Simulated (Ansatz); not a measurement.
# Settings and their price: wurtzite SiC, size series (72 atoms)

The cell holds 72 atoms: 36 Si and 36 C. Cell: a = 9.228 Å, b = 9.228 Å, c = 10.096 Å, α = 90.0°, β = 90.0°, γ = 120.0°. It derives from SiC (wurtzite), repeated 3×3×2. Wurtzite SiC (a = 3.076 Å, c = 5.048 Å), 3 x 3 x 2 conventional cells; ideal positions.

Geometry: as built.

Reference run: Kohn-Sham DFT, PBE, PAW (set soft_2), plane waves (Ansatz 0.2.0), cutoff 750 eV, Γ point, fixed occupations.

```
r.m.s. force component                           : 0.1353 eV/Å
gap (highest filled to lowest empty level) : 2.178 eV
SCF cycles                                       : 6
time                                             : 6.3 s on 4 threads of Intel Xeon Platinum 8488C (Sapphire Rapids), shared host
```

**Question.** The same geometry is run again with each of these changes. How far do the results move, and how long does each run take?
- support functions medium
- support functions low
- support functions high
- support functions medium, radius 3.34 Å
- support functions medium, radius 3.61 Å
- support functions medium, radius 3.85 Å
- support functions medium, radius 4.13 Å
- support functions medium, radius 4.65 Å
- support functions medium, radius 5.16 Å

Each row is set against the run with plane waves at 750 eV (Kohn-Sham DFT, PBE, PAW (set soft_2), plane waves; r.m.s. force component 0.135 eV/Å). Energies are set beside the reference only for runs with its functional, potentials and electron count. Times are for 4 threads of Intel Xeon Platinum 8488C (Sapphire Rapids), shared host.

| run | Δ force, r.m.s. (meV/Å) | share of r.m.s. force (%) | Δ energy (meV/atom) | Δ gap (eV) | cycles | time | host memory (GiB) |
| --- | --- | --- | --- | --- | --- | --- | --- |
| reference | - | - | - | - | 6 | 6.3 s | 1.6 |
| support functions medium | 0.465 | 0.343 | -0.038 | 0 | 9 | 60 s | 2.5 |
| support functions low | 0.47 | 0.348 | -0.038 | -7.0e-4 | 8 | 54 s | 2.4 |
| support functions high | 0.464 | 0.343 | -0.0496 | 0 | 11 | 2.7 min | 4.3 |
| support functions medium, radius 3.34 Å | 0.469 | 0.347 | -0.038 | 0 | 9 | 73 s | 2.3 |
| support functions medium, radius 3.61 Å | 0.485 | 0.358 | -0.038 | 0 | 11 | 88 s | 2.7 |
| support functions medium, radius 3.85 Å | 0.485 | 0.358 | -0.038 | -1.0e-4 | 9 | 85 s | 3.0 |
| support functions medium, radius 4.13 Å | 0.483 | 0.357 | -0.038 | -1.0e-4 | 9 | 93 s | 3.4 |
| support functions medium, radius 4.65 Å | 0.485 | 0.358 | -0.038 | -1.0e-4 | 9 | 3.2 min | 4.3 |
| support functions medium, radius 5.16 Å | 0.485 | 0.358 | -0.038 | 0 | 9 | 5 min | 5.4 |

Among numerical settings the force difference runs from 0.46 meV/Å (support functions high) to 0.48 meV/Å (support functions medium, radius 3.61 Å). At 72 atoms the fastest of the runs at a preset level, support functions low, takes 8.6 times the time of plane waves, in 8 SCF cycles against 6. Differences between support functions and plane waves include what basis error the plane-wave run still has. As the radius goes from 3.34 to 5.16 Å, the force difference goes from 0.47 to 0.48 meV/Å, while the time lies between 73 s and 5 min. 

[Logs are printed without paths, hosts, clocks, repeated set-up lines and the standing remarks that a program may print on its own settings, such as how far it seeks lower states.]

[Hosts, paths, dates, database ids (printed as entryN), source tags and the programs' standing remarks are cut or masked in the printed files.]
